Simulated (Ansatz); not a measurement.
**Ti2C(OH)2 MXene monolayer in a perpendicular field**

Aim: how the Ti2C(OH)2 MXene monolayer screens a field along its normal, and what the field does to its bands. A positive field points along +c.

Program: Ansatz 0.2.0. Level of theory: plane-wave DFT, PBE-D3(BJ), Ansatz PAW (set soft_1); PAW set soft_1. Results are calculated unless marked as measured.

### 1. Set-up

The cell holds 7 atoms: 2 H, 2 O, 2 Ti and 1 C. Cell: a = 3.100 Å, b = 3.100 Å, c = 44.203 Å, α = 90.0°, β = 90.0°, γ = 120.0°. Vacuum lies along c.

Coordinates:

```cif
data_structure
_symmetry_space_group_name_H-M 'P 1'
_symmetry_Int_Tables_number 1
_cell_length_a 3.1002
_cell_length_b 3.1002
_cell_length_c 44.2031
_cell_angle_alpha 90.000
_cell_angle_beta 90.000
_cell_angle_gamma 120.000
_cell_volume 367.94
loop_
_atom_site_label
_atom_site_type_symbol
_atom_site_fract_x
_atom_site_fract_y
_atom_site_fract_z
_atom_site_occupancy
H1 H 0.33333 0.66667 0.42531 1
O2 O 0.33333 0.66667 0.44748 1
Ti3 Ti 0.66667 0.33333 0.47233 1
C4 C 0.00000 0.00000 0.50000 1
Ti5 Ti 0.33333 0.66667 0.52767 1
O6 O 0.66667 0.33333 0.55252 1
H7 H 0.66667 0.33333 0.57469 1
```

### 2. Relaxation

The starting cell is a guess, so the in-plane lattice and the atoms are relaxed first, with the slab cut off from its images along the normal.

input.yaml

```yaml
crystal:
  lattice:
    - [3.10024, 0.0, 0.0]
    - [-1.55012, 2.6848865978, 0.0]
    - [0.0, 0.0, 44.2030602264]
  atoms:
    - { symbol: H, position: [0.3333333333, 0.6666666667, 0.4253099198] }
    - { symbol: O, position: [0.3333333333, 0.6666666667, 0.4474803306] }
    - { symbol: Ti, position: [0.6666666667, 0.3333333333, 0.4723260765], spin: 1.0 }
    - { symbol: C, position: [0.0, 0.0, 0.5] }
    - { symbol: Ti, position: [0.3333333333, 0.6666666667, 0.5276739235], spin: 1.0 }
    - { symbol: O, position: [0.6666666667, 0.3333333333, 0.5525196694] }
    - { symbol: H, position: [0.6666666667, 0.3333333333, 0.5746900802] }
  periodic: [true, true, false]
magnetization:
  spin_polarized: true
kpoints:
  mp_grid: { grid: [12, 12, 1] }
hamiltonian:
  xc: pbe
  dispersion: d3bj
  pseudopotentials: { kind: paw, azcp: { folder: soft_1 } }
scf:
  occupations: { method: fermi_dirac, width: 0.05 }
  convergence: { dr2_threshold: 1.0e-09 }
relax:
  f_tol: 0.004
  max_steps: 90
  cell: {}
output:
  write_potential: true
  write_density: true
  volumetric_format: npy
```

On the command line:

```sh
$ ansatz run input.yaml --threads 2 --pin off --max-ram 3072MiB --backend cpu --events-out ev --progress --plain --runs-dir out
```

Numbers of over 12 decimals in the logs are rounded to 6 here.

Log:

```text
Warning: relax.cell: scf.convergence.dr2_threshold = 1e-9 eV is looser than the 2.53934526032e-10 eV advised for a relaxation that steers and ends on the stress (1e-10 eV for each atom of the cell: 7, times the square of relax.cell.stress_2d_tol = 0.05 N/m over 16.6 Å (the atoms' height at the walk's start and 5 Å past either face), 3.011e-2 GPa, over a crystal's default 0.05). What an SCF threshold leaves in a stress goes as its square root, and in the free energy as the threshold itself, and one threshold admits the most on a small cell: [figures from the program's tests cut] Set scf.convergence.dr2_threshold to 2.53934526032e-10 eV or tighter. [rest of the remark cut]
Engine: ansatz 0.2.0, x86_64-unknown-linux-gnu
Pseudopotentials: kind: paw
Pseudopotential: H, paw, valence charge 1, recommended cutoff 420 eV (normal), soft_1/H.paw.azcp
Pseudopotential: O, paw, valence charge 6, recommended cutoff 420 eV (normal), soft_1/O.paw.azcp
Pseudopotential: Ti, paw, valence charge 12, recommended cutoff 420 eV (normal), soft_1/Ti.paw.azcp
Pseudopotential: C, paw, valence charge 4, recommended cutoff 420 eV (normal), soft_1/C.paw.azcp
Functional definition: PBE
  parameter kappa = 0.804
  parameter beta = 0.066725
  exchange = pbe_x(kappa = kappa, mu = beta*pi^2/3)
  correlation = pbe_c(beta = beta)
Crystal: 7 atoms, lattice volume = 367.937 Å³
Basis set: ecut = 420 eV, 7143 PW (Γ), exchange–correlation on 48×48×600 points (8 copies of the dense FFT grid, shifted against one another)
Bands: 29, of which v1, the nominal top of the filled ones, is band 21 counted from 1 (20 counted from 0)
Symmetry: 12 space group operations
Space group: P-3m1 (ITA 164), of the structure as read, at distance tolerance 7.2e-5 Å
Magnetic group: BNS 164.85 (UNI 1315), of the structure as read, at distance tolerance 7.2e-5 Å
k-points: 19 of 144
Non-local potential: H, projectors of the file, l = 0: 2, l = 1: 1
Non-local potential: O, projectors of the file, l = 0: 2, l = 1: 2, l = 2: 1
Non-local potential: Ti, projectors of the file, l = 0: 3, l = 1: 2, l = 2: 3, l = 3: 1
Non-local potential: C, projectors of the file, l = 0: 2, l = 1: 2, l = 2: 1
PAW form: soft (Blöchl's): semilocal exchange-correlation on the pseudo side does not see the compensation charge
PAW one-centre angular grid: H, 110 points (default); XC on 64 Gauss nodes
PAW one-centre angular grid: O, 110 points (default); XC on 64 Gauss nodes
PAW one-centre angular grid: Ti, 590 points (default); XC on 64 Gauss nodes
PAW one-centre angular grid: C, 110 points (default); XC on 64 Gauss nodes
Initial density: superposition of atomic densities (neutral atoms: chi_scale 0, normalization atom)
Starting moments: Σ|m| = 2 μB on 2 of 7 sites
Initial wavefunctions: pseudopotential atomic-orbital guess
Functional: x = pbe(κ = 0.804, μ = 0.219515), c = pbe(β = 0.066725)
SCF iter   1: F=—  HF=-6431.606726 eV  |F-HF|=—  |Δ(HF+E_count)|=         —  Δρ=4.15e-2 (↑4.15e-2 ↓3.50e-2)  dr2=3.36e1  dr2_m=3.92e-1  M=0.763 μB ∫|m|=0.904 μB  β_m=0.30  ethr=3.10e-3  ⟨swp⟩=15.3  Hψ=8188  notcnv=0
Mixer restart at iter 1: flushing history
preconditioner: auto → LDOS  [metal: Δε(μ)=0.061 eV  Ē_g=10.188 eV  σ=0.050 eV  W_gap=0.29  n_scr=26 (ndim 8)  ℏωp=9.1 eV  f_vac=0.789  D(μ)=1.28/eV (n_scr^D=10)]
spin=Collinear: LDOS preconditioning applied to the charge; magnetization (m = ρ↑ − ρ↓) channel mixes plain (no charge-response kernel on spin).
SCF iter   2: F=—  HF=-6423.212140 eV  |F-HF|=—  |Δ(HF+E_count)|=    8.39e0  Δρ=1.93e-2 (↑1.93e-2 ↓1.35e-2)  dr2=4.60e0  dr2_m=2.04e-1  M=0.707 μB ∫|m|=0.845 μB  β_m=0.38  ethr=3.10e-3  ⟨swp⟩=4.9  Hψ=3280  notcnv=0  defer=66
SCF iter   3: F=—  HF=-6422.888614 eV  |F-HF|=—  |Δ(HF+E_count)|=   3.24e-1  Δρ=1.20e-2 (↑1.20e-2 ↓6.46e-3)  dr2=4.88e0  dr2_m=9.46e-2  M=0.505 μB ∫|m|=0.658 μB  β_m=0.47  ethr=3.10e-3  ⟨swp⟩=7.2  Hψ=3001  notcnv=0  defer=64
SCF iter   4: F=—  HF=-6422.675995 eV  |F-HF|=—  |Δ(HF+E_count)|=   2.13e-1  Δρ=7.84e-3 (↑7.84e-3 ↓4.47e-3)  dr2=2.58e0  dr2_m=5.24e-2  M=0.460 μB ∫|m|=0.607 μB  β_m=0.62  ethr=3.10e-3  ⟨swp⟩=3.8  Hψ=1838  notcnv=0  defer=40
SCF iter   5: F=—  HF=-6422.575572 eV  |F-HF|=—  |Δ(HF+E_count)|=   1.00e-1  Δρ=4.09e-3 (↑4.09e-3 ↓1.62e-3)  dr2=1.64e-1  dr2_m=2.10e-2  M=0.275 μB ∫|m|=0.413 μB  β_m=0.55  ethr=3.10e-3  ⟨swp⟩=4.5  Hψ=2214  notcnv=0  defer=44
SCF iter   6: F=—  HF=-6422.613019 eV  |F-HF|=—  |Δ(HF+E_count)|=         —  Δρ=2.47e-3 (↑2.47e-3 ↓2.46e-3)  dr2=2.46e-2  dr2_m=1.99e-2  M=0.058 μB ∫|m|=0.155 μB  β_m=0.55  ethr=3.91e-4  ⟨swp⟩=5.0  Hψ=2607  notcnv=0  defer=38
SCF iter   7: F=—  HF=-6422.612202 eV  |F-HF|=—  |Δ(HF+E_count)|=   8.17e-4  Δρ=1.42e-3 (↑7.73e-4 ↓1.42e-3)  dr2=9.33e-3  dr2_m=3.23e-3  M=0.022 μB ∫|m|=0.088 μB  β_m=0.72  ethr=5.85e-5  ⟨swp⟩=3.3  Hψ=2090  notcnv=0  defer=37
SCF iter   8: F=—  HF=-6422.611057 eV  |F-HF|=—  |Δ(HF+E_count)|=   1.14e-3  Δρ=2.86e-4 (↑2.68e-4 ↓2.86e-4)  dr2=1.18e-3  dr2_m=1.17e-4  M=-0.001 μB ∫|m|=0.027 μB  β_m=0.77  ethr=2.22e-5  ⟨swp⟩=3.4  Hψ=2328  notcnv=0  defer=34
SCF iter   9: F=—  HF=-6422.611413 eV  |F-HF|=—  |Δ(HF+E_count)|=   3.56e-4  Δρ=1.06e-4 (↑1.06e-4 ↓7.81e-5)  dr2=1.89e-4  dr2_m=9.79e-6  M=-0.004 μB ∫|m|=0.012 μB  β_m=0.80  ethr=2.80e-6  ⟨swp⟩=2.9  Hψ=2055  notcnv=0  defer=34
SCF iter  10: F=—  HF=-6422.611534 eV  |F-HF|=—  |Δ(HF+E_count)|=   1.21e-4  Δρ=5.26e-5 (↑5.26e-5 ↓3.76e-5)  dr2=4.55e-5  dr2_m=1.99e-6  M=-0.004 μB ∫|m|=0.005 μB  β_m=0.82  ethr=4.49e-7  ⟨swp⟩=3.6  Hψ=2310  notcnv=0  defer=34
SCF iter  11: F=—  HF=-6422.611565 eV  |F-HF|=—  |Δ(HF+E_count)|=   3.04e-5  Δρ=3.58e-5 (↑3.58e-5 ↓1.87e-5)  dr2=3.13e-5  dr2_m=1.01e-6  M=-0.003 μB ∫|m|=0.004 μB  β_m=0.83  ethr=1.08e-7  ⟨swp⟩=3.3  Hψ=2083  notcnv=0  defer=34
SCF iter  12: F=—  HF=-6422.611574 eV  |F-HF|=—  |Δ(HF+E_count)|=   9.35e-6  Δρ=1.56e-5 (↑1.49e-5 ↓1.56e-5)  dr2=2.23e-6  dr2_m=4.96e-7  M=-0.002 μB ∫|m|=0.002 μB  β_m=0.89  ethr=7.46e-8  ⟨swp⟩=2.8  Hψ=1672  notcnv=0  defer=34
SCF iter  13: F=—  HF=-6422.611577 eV  |F-HF|=—  |Δ(HF+E_count)|=   2.73e-6  Δρ=4.30e-6 (↑3.84e-6 ↓4.30e-6)  dr2=1.99e-7  dr2_m=2.54e-8  M=-0.001 μB ∫|m|=0.001 μB  β_m=0.86  ethr=5.31e-9  ⟨swp⟩=3.9  Hψ=2374  notcnv=0  defer=34
SCF iter  14: F=—  HF=-6422.611577 eV  |F-HF|=—  |Δ(HF+E_count)|=   8.28e-8  Δρ=2.48e-6 (↑2.48e-6 ↓1.63e-6)  dr2=3.75e-8  dr2_m=5.40e-9  M=-0.000 μB ∫|m|=0.001 μB  β_m=0.79  ethr=4.74e-10  ⟨swp⟩=2.9  Hψ=1989  notcnv=0  defer=34
[...]
relax step   6: F+E_penalty+E_count = -6423.07372239 eV  Δ(F+E_penalty+E_count) = +3.682e-5 eV  max|allowed force component| = 2.051e-3 eV/Å  Δτ_max = 0.0002 Å  P = +0.008 N/m  Ω = 353.761 Å³  energy of the carried Pulay correction = +6.737e-3 eV  fix = [c, alpha, beta]  reactions: c +0.000 N/m  (7 SCF iters, accepted)
[...]
relax step   7: F+E_penalty+E_count = -6423.06806804 eV  Δ(F+E_penalty+E_count) = +5.654e-3 eV  max|allowed force component| = 9.214e-4 eV/Å  Δτ_max = 0.0000 Å  P = -0.108 N/m  Ω = 353.761 Å³  fix = [c, alpha, beta]  reactions: c -0.000 N/m  stress off target by 1.08e-1 N/m on what of the cell is left free  SCF on the basis re-selected at this cell (its energy is not comparable with the rows above)  (6 SCF iters)
[...]
relax step   8: F+E_penalty+E_count = -6423.06823962 eV  Δ(F+E_penalty+E_count) = -1.716e-4 eV  max|allowed force component| = 4.271e-4 eV/Å  Δτ_max = 0.0008 Å  P = -0.006 N/m  Ω = 353.462 Å³  energy of the carried Pulay correction = +1.469e-4 eV  fix = [c, alpha, beta]  reactions: c -0.000 N/m  (7 SCF iters, accepted)
iter 1 solved again at ethr=4.09e-7 eV; its pass at ethr=3.10e-3 eV (dr2=1.72e-4 eV) is discarded
SCF iter   1: F=—  HF=-6423.068158 eV  |F-HF|=—  |Δ(HF+E_count)|=         —  Δρ=9.56e-7 (↑9.54e-7 ↓9.56e-7)  dr2=7.18e-9  dr2_m=1.55e-11  M=0.000 μB ∫|m|=0.000 μB  β_m=0.65  ethr=4.09e-7  ⟨swp⟩=5.3  Hψ=10664  notcnv=0
eigensolver tolerance schedule: the retry pair's looser diagonalisation over-reported the residual by 23933.08 of it (diagonalisation noise at an unbounded share of the residual, at the tolerance the schedule requests for it); recorded, not acted on — ethr = c·dr2/N_el stays at c = 1.0e-1
preconditioner: auto → LDOS  [metal: Δε(μ)=0.048 eV  Ē_g=10.310 eV  σ=0.050 eV  W_gap=0.23  n_scr=24 (ndim 8)  ℏωp=10.1 eV  f_vac=0.799  D(μ)=2.07/eV (n_scr^D=14)]
spin=Collinear: LDOS preconditioning applied to the charge; magnetization (m = ρ↑ − ρ↓) channel mixes plain (no charge-response kernel on spin).
SCF iter   2: F=—  HF=-6423.068141 eV  |F-HF|=—  |Δ(HF+E_count)|=   1.63e-5  Δρ=7.48e-7 (↑7.48e-7 ↓7.02e-7)  dr2=5.43e-9  dr2_m=6.63e-12  M=0.000 μB ∫|m|=0.000 μB  β_m=0.34  ethr=1.71e-11  ⟨swp⟩=5.6  Hψ=3954  notcnv=0
SCF iter   3: F=—  HF=-6423.068141 eV  |F-HF|=—  |Δ(HF+E_count)|=  8.15e-10  Δρ=4.83e-7 (↑4.83e-7 ↓4.48e-7)  dr2=1.51e-9  dr2_m=6.01e-12  M=0.000 μB ∫|m|=0.000 μB  β_m=0.67  ethr=1.29e-11  ⟨swp⟩=2.1  Hψ=1490  notcnv=0
SCF iter   4: F=-6423.068141 eV  HF=-6423.068141 eV  |F-HF|=5.57e-10  |Δ(HF+E_count)|=  5.88e-10  Δρ=1.31e-7 (↑1.25e-7 ↓1.31e-7)  dr2=1.28e-10  dr2_m=1.51e-12  M=0.000 μB ∫|m|=0.000 μB  ethr=2.38e-12  ⟨swp⟩=13.6  Hψ=8960  notcnv=0
the starting moments were not kept: the SCF closed with an absolute magnetisation of 3.2e-6 μB, where they sum to 2 μB in size (2 sites). That is at most 0.1 of that sum. Measured as dr2_m measures the in/out step, that magnetisation stands 1.3e-12 eV from none, at or under the dr2_threshold of 1.0e-9 eV: it is no larger than a step whose dr2_m would equal this threshold.
SCF 9 converged in 4 iterations: F = -6423.068141 eV  dr2 = 1.28e-10
relax step   9: F+E_penalty+E_count = -6423.06814138 eV  Δ(F+E_penalty+E_count) = +9.823e-5 eV  max|allowed force component| = 4.193e-4 eV/Å  Δτ_max = 0.0000 Å  P = -0.008 N/m  Ω = 353.462 Å³  fix = [c, alpha, beta]  reactions: c -0.000 N/m  stress off target by 7.57e-3 N/m on what of the cell is left free  SCF on the basis re-selected at this cell (its energy is not comparable with the rows above)  (4 SCF iters)
basis re-selected at this cell: Δ(F+E_penalty+E_count) = +9.823e-5 eV, ΔP = -0.002 N/m vs the last step (what re-selecting the basis moved, of the pressure what is left beyond the Pulay correction that the steps carried, after the strain that the cell walked since its last selection, with what the two solves' SCF thresholds leave and, on support functions, any second-order correction that the steps lacked; it is no m [...]
WARN: The output density's exchange-correlation potential varies sharply where the density is thin. Do not read a vacuum level from v_tot or v_xc, or from such a field of the output density. On a cell that repeats whose density bears no net charge and no dipole along the vacuum's axis use v_es (v_loc + v_h of the components); under efield.dipole_correction with no amplitude use v_es + v_field, which holds any externa [...]
SCF converged after 4 iterations
Magnetization: 0.0000 μB (21.0000 up, 21.0000 down)
Absolute magnetization: 0.0000 μB (∫|ρ↑−ρ↓|, with the PAW one-centre terms)
Spin contamination: 0.0000 ħ² per cell (⟨S²⟩ above its minimum at these occupations)
Per-site moments (μB) at R_I (Å): [(-2.3231497072447196e-9, 0.401131), (-2.175396107882193e-8, 0.401131), (7.069284079609415e-7, 0.865591), (-5.297727656053458e-7, 0.865591), (7.069284080230343e-7, 0.865591), (-2.1753961077372e-8, 0.401131), (-2.3231497244028377e-9, 0.401131)]
Free energy (F): -6423.068141 eV
Harris-Foulkes:  -6423.068141 eV  (|F-HF|=5.57e-10)
Internal energy: -6423.050186 eV  (E = F + TS)
E sigma→0 (E₀):  -6423.059164 eV
Entropy (-TS):   -0.017955 eV (-2.565 meV/atom)
Fermi energy:    -1.991894 eV
--- Per-component energies (eV) ---
  E_band       = -935.921985
  E_kinetic    = 1016.050754
  E_local      = -182378.610149  (includes V_loc(G=0)·N_el)
  E_nonlocal   = 250.293990
  E_hartree    = 90587.789750
  E_xc         = -442.328817
  E_vxc        = -557.367716  (∫ρ·V_xc dr)
  E_paw        = -2510.392531  (= ΣΔE_a)
  E_vpaw       = -441.870761  (= ΣTr[D̂ρ^β])
  E_aug_tail   = -0.000637  (compensation charges beyond the density's cutoff)
  E_ewald      = 87055.473957
  E_disp       = -1.326503  (pairwise vdW)
  E_smearing   = -0.017955  (= −TS)
  E_closure    = 0.000000  (closes the sum)
  Σ components = -6423.068141   (vs F -6423.068141, Δ=0.00e0)
--- Forces (eV/Å), atoms counted from 1 ---
  atom   1  H      0.00000000     0.00000000     0.00008715
  atom   2  O      0.00000000     0.00000000    -0.00041925
  atom   3  Ti    -0.00000000    -0.00000000     0.00041043
  atom   4  C      0.00000000     0.00000000     0.00000000
  atom   5  Ti     0.00000000     0.00000000    -0.00041043
  atom   6  O      0.00000000    -0.00000000     0.00041925
  atom   7  H      0.00000000    -0.00000000    -0.00008715
  max |Σ_I F_I| component: 1.85e-17 eV/Å
--- 2D stress c σ (N/m, compression-positive) ---
       -0.007570       0.000000      -0.000000
        0.000000      -0.007570      -0.000000
       -0.000000      -0.000000      -0.000000
  P = ½ c Tr σ = -0.0076 N/m
--- Band table (eV; the first three rows and the last of 38) ---
  k-point 0 ↑: bands = [... 17 lower, -6.2951, -4.2387, -4.2387, -2.2977, -2.0058, -1.9580, -1.9580, -1.8184, ... 4 higher]
  k-point 1 ↑: bands = [... 17 lower, -6.1124, -4.5987, -4.3442, -2.2277, -2.0777, -1.9151, -1.8149, -1.6193, ... 4 higher]
  k-point 2 ↑: bands = [... 17 lower, -5.8780, -5.3339, -4.5518, -2.5526, -1.8509, -1.6528, -1.4648, -1.1614, ... 4 higher]
  k-point 18 ↓: bands = [... 17 lower, -6.3579, -6.3579, -5.4122, -1.3025, -0.9721, -0.9721, -0.0474, -0.0474, ... 4 higher]
  the weakly bound empty levels are not read free of the cell's end (no_gap_told)
--- Relaxed structure (7 steps of the walk, 7 accepted, 2 SCFs on fresh bases) ---
  F+E_penalty+E_count = -6423.06814138 eV   max|allowed force component| = 4.193e-4 eV/Å   (the final SCF, on the basis selected at the relaxed cell)
  cell:  # Å, volume = 353.4623 Å³
    - [3.038646, 0.0, 0]
    - [-1.519323, 2.631544, 0]
    - [0, 0, 44.2030602264]
  atoms:
    - { symbol: H, position: [0.333333, 0.666667, 0.423285] }
    - { symbol: O, position: [0.333333, 0.666667, 0.445284] }
    - { symbol: Ti, position: [0.666667, 0.333333, 0.473954] }
    - { symbol: C, position: [0, 0, 0.500000] }
    - { symbol: Ti, position: [0.333333, 0.666667, 0.526046] }
    - { symbol: O, position: [0.666667, 0.333333, 0.554716] }
    - { symbol: H, position: [0.666667, 0.333333, 0.576715] }
```

Wall time 100 s (2 threads of Intel Xeon Platinum 8488C (Sapphire Rapids), shared host); peak memory 0.87 GiB.

Step by step:

```tsv
step	energy less that of the first step (eV)	largest force component (eV/Å)	volume (Å³)
1	0.0000	3.2501	367.94
2	-0.4497	0.5976	355.27
3	-0.4603	0.1256	351.62
4	-0.4623	0.0313	353.34
5	-0.4622	0.0058	353.67
6	-0.4621	0.0021	353.76
7*	-0.4565	0.0009	353.76
8	-0.4567	0.0004	353.46
9*	-0.4566	0.0004	353.46
```

Relaxation steps marked * repeat the geometry before them on a plane-wave basis chosen anew for their cell, so energy and pressure can jump there.

The run keeps the 12 symmetry operations that it works with, so distortions that break them were not tested.

```tsv
cell as run	before	after	change
a (Å)	3.100	3.039	-2.0 %
b (Å)	3.100	3.039	-2.0 %
```

The atoms that moved most (Å, along periodic axes as changes of fractional coordinates times the final cell, across vacuum about the mean position):

```tsv
atom	dx	dy	dz	length
O2	0.000	0.000	-0.097	0.097
O6	0.000	0.000	0.097	0.097
H1	0.000	0.000	-0.090	0.090
H7	0.000	0.000	0.090	0.090
Ti3	0.000	0.000	0.072	0.072
Ti5	0.000	0.000	-0.072	0.072
```

Final coordinates:

```cif
data_structure
_symmetry_space_group_name_H-M 'P 1'
_symmetry_Int_Tables_number 1
_cell_length_a 3.0386
_cell_length_b 3.0386
_cell_length_c 44.2031
_cell_angle_alpha 90.000
_cell_angle_beta 90.000
_cell_angle_gamma 120.000
_cell_volume 353.46
loop_
_atom_site_label
_atom_site_type_symbol
_atom_site_fract_x
_atom_site_fract_y
_atom_site_fract_z
_atom_site_occupancy
H1 H 0.33333 0.66667 0.42328 1
O2 O 0.33333 0.66667 0.44528 1
Ti3 Ti 0.66667 0.33333 0.47395 1
C4 C 0.00000 0.00000 0.50000 1
Ti5 Ti 0.33333 0.66667 0.52605 1
O6 O 0.66667 0.33333 0.55472 1
H7 H 0.66667 0.33333 0.57672 1
```

This step gave:

| Item | Value |
| --- | --- |
| energy at zero smearing | -6423.0592 eV |

The lattice constant a goes from 3.100 to 3.039 Å.

[end of part 1 of 2]

[Logs are printed without paths, hosts, clocks, repeated set-up lines and the standing remarks that a program may print on its own settings, such as how far it seeks lower states.]

[Hosts, paths, dates, database ids (printed as entryN), source tags and the programs' standing remarks are cut or masked in the printed files.]

[Maps of the electrostatic potential energy from Ansatz leave out the sawtooth potential of an applied field or a dipole correction, so their vacuum need not be flat; planar profiles and work functions include it.]
